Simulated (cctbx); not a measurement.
**HoGe3Pt across an absorption edge**

Space group Cmmm (no. 65), a = 4.0930 Å, b = 22.0190 Å, c = 4.0910 Å, α = 90.00°, β = 90.00°, γ = 90.00°.

| atom | mult. | x | y | z | Ueq (Å²) |
| --- | --- | --- | --- | --- | --- |
| Pt1 | 4 | 0 | 0.3882 | 0 | 0.0119 |
| Ho1 | 4 | 0 | 0.1697 | 1/2 | 0.0052 |
| Ge1 | 4 | 0 | 0.0568 | 0 | 0.0038 |
| Ge2 | 4 | 0 | 0.4403 | 1/2 | 0.0093 |
| Ge3 | 4 | 0 | 0.2839 | 0 | 0.0053 |

The model was made for the exercise: a known structure type with other elements put in, its volume estimated, not relaxed; displacement parameters are assumed.

Calculated with cctbx: free-atom f′ and f″ from the Sasaki tables, no fine structure; amplitudes in electrons.

| E (eV) | F 0 2 2 | F 0 0 2 | F 2 0 0 | F 0 2 0 |
| --- | --- | --- | --- | --- |
| 10503 | 26.5 | 657.3 | 653.8 | 27.7 |
| 10853 | 28.6 | 646.3 | 642.9 | 29.9 |
| 10983 | 30.2 | 637.1 | 633.8 | 31.6 |
| 11043 | 31.7 | 628.3 | 625.1 | 33.2 |
| 11073 | 33.2 | 619.7 | 616.6 | 34.7 |
| 11088 | 34.6 | 611.3 | 608.2 | 36.2 |
| 11095 | 35.9 | 603.9 | 601.0 | 37.5 |
| 11099 | 37.2 | 596.3 | 593.4 | 38.8 |
| 11107 | 35.4 | 596.3 | 593.4 | 37.1 |
| 11111 | 33.5 | 606.5 | 603.5 | 35.1 |
| 11118 | 32.0 | 615.0 | 611.9 | 33.5 |
| 11133 | 30.4 | 623.9 | 620.7 | 31.8 |
| 11163 | 28.8 | 632.5 | 629.2 | 30.3 |
| 11253 | 27.2 | 642.1 | 638.7 | 28.6 |
| 11503 | 27.1 | 644.1 | 640.7 | 28.4 |

**Question.** Which edge is crossed, and why do the reflections move as they do?

The K edge of Ge. The edge is at 11103 eV. f′ of Ge falls from -4.1 e at 10983 eV to -7.5 e at 4 eV below it, and f″ steps from 0.49 to 3.88 e across it. Over that approach |F| changes by +23 % (0 2 2), -6 % (0 0 2), -6 % (2 0 0) and +23 % (0 2 0): a reflection falls where Ge scatters in phase with the total and rises where it scatters against it; it hardly moves where the Ge term is small or cancels by symmetry. Above the edge the larger f″ enters the imaginary part, where it can add to or cancel the other atoms' f″. The structure is centrosymmetric, so Friedel mates stay equal.
